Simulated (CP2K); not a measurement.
Consider 5-vinylpyrimidine at its PBE geometry (Å).

```xyz
14

C    -2.4914   -0.5880    0.0411
C    -1.5542    0.3500   -0.1684
C    -0.1034    0.1879   -0.0552
C     0.5535   -1.0021    0.3114
N     1.8853   -1.1042    0.4021
C     2.5805    0.0135    0.1192
N     2.0814    1.2062   -0.2423
C     0.7458    1.2741   -0.3234
H    -3.5480   -0.3536   -0.0770
H    -2.2483   -1.6100    0.3334
H    -1.8786    1.3532   -0.4606
H    -0.0125   -1.9083    0.5424
H     3.6682   -0.0588    0.1933
H     0.3218    2.2401   -0.6159
```

Method: CP2K XAS_TDP, all-electron GAPW, PBEh(45%), aug-cc-pVDZ, TDA, GW2X-corrected core level, no relativity.

Q: Predict the bright core excitations at the C K edge.

Leading lines: C1 286.50 eV, C2 287.00 eV, C3 286.97 eV, C4 287.16 eV and C6 287.47 eV. The leading line of an atom is its first one with 35 % of the strongest within 2.5 eV of its lowest line over the strength cut. Core ionisation energies at this level: C3 292.44, C4 293.56, C6 293.64, C1 292.36 and C2 292.68 eV.

The first six lines of each atom with a strength over 0.0015:

| atom | energy (eV) | states | strength, one atom | above the computed threshold |
| --- | --- | --- | --- | --- |
| C1 (bonded to C and 2 H) | 286.50 | 1 | 0.0470 |  |
|  | 290.27 | 1 | 0.0058 |  |
|  | 290.68 | 1 | 0.0169 |  |
|  | 291.13 | 1 | 0.0028 |  |
|  | 291.46 | 1 | 0.0027 |  |
|  | 291.78 | 1 | 0.0054 |  |
| C2 (bonded to 2 C and H) | 287.00 | 1 | 0.0426 |  |
|  | 290.44 | 1 | 0.0135 |  |
|  | 290.55 | 1 | 0.0139 |  |
|  | 291.41 | 1 | 0.0017 |  |
|  | 292.41 | 1 | 0.0032 |  |
|  | 293.14 | 1 | 0.0065 | yes |
| C3 (bonded to 3 C) | 286.97 | 1 | 0.0405 |  |
|  | 290.31 | 1 | 0.0122 |  |
|  | 291.92 | 1 | 0.0018 |  |
|  | 292.04 | 1 | 0.0016 |  |
|  | 292.88 | 1 | 0.0043 | yes |
|  | 293.20 | 2 | 0.0040 | yes |
| C4 (bonded to C, N and H) | 287.16 | 1 | 0.0562 |  |
|  | 291.66 | 1 | 0.0125 |  |
|  | 292.50 | 1 | 0.0037 |  |
|  | 293.19 | 1 | 0.0028 |  |
|  | 294.01 | 1 | 0.0089 | yes |
|  | 294.17 | 1 | 0.0047 | yes |
| C6 (bonded to 2 N and H) | 287.47 | 1 | 0.0584 |  |
|  | 291.87 | 1 | 0.0120 |  |
|  | 292.44 | 1 | 0.0040 |  |
|  | 292.66 | 1 | 0.0030 |  |
|  | 293.22 | 1 | 0.0027 |  |
|  | 294.27 | 1 | 0.0037 | yes |

Lines are vertical, at one geometry, with no vibrational structure. GW2X ionisation energies and lines can be off by 1 to 2 eV either way, and a good line position may hide errors that cancel. Atoms with the same bonds but other surroundings in this conformer are left out. These values hold no scalar relativity, about 0.1 eV for C 1s. Rydberg lines, and the discretised continuum above threshold, depend on the basis and the box.

[Banner, clock and machine lines of the logs are left out without a mark of their own.]

[Logs are printed without paths, hosts, clocks, repeated set-up lines and the standing remarks that a program may print on its own settings, such as how far it seeks lower states.]

[Hosts, paths, dates, database ids (printed as entryN), source tags and the programs' standing remarks are cut or masked in the printed files.]
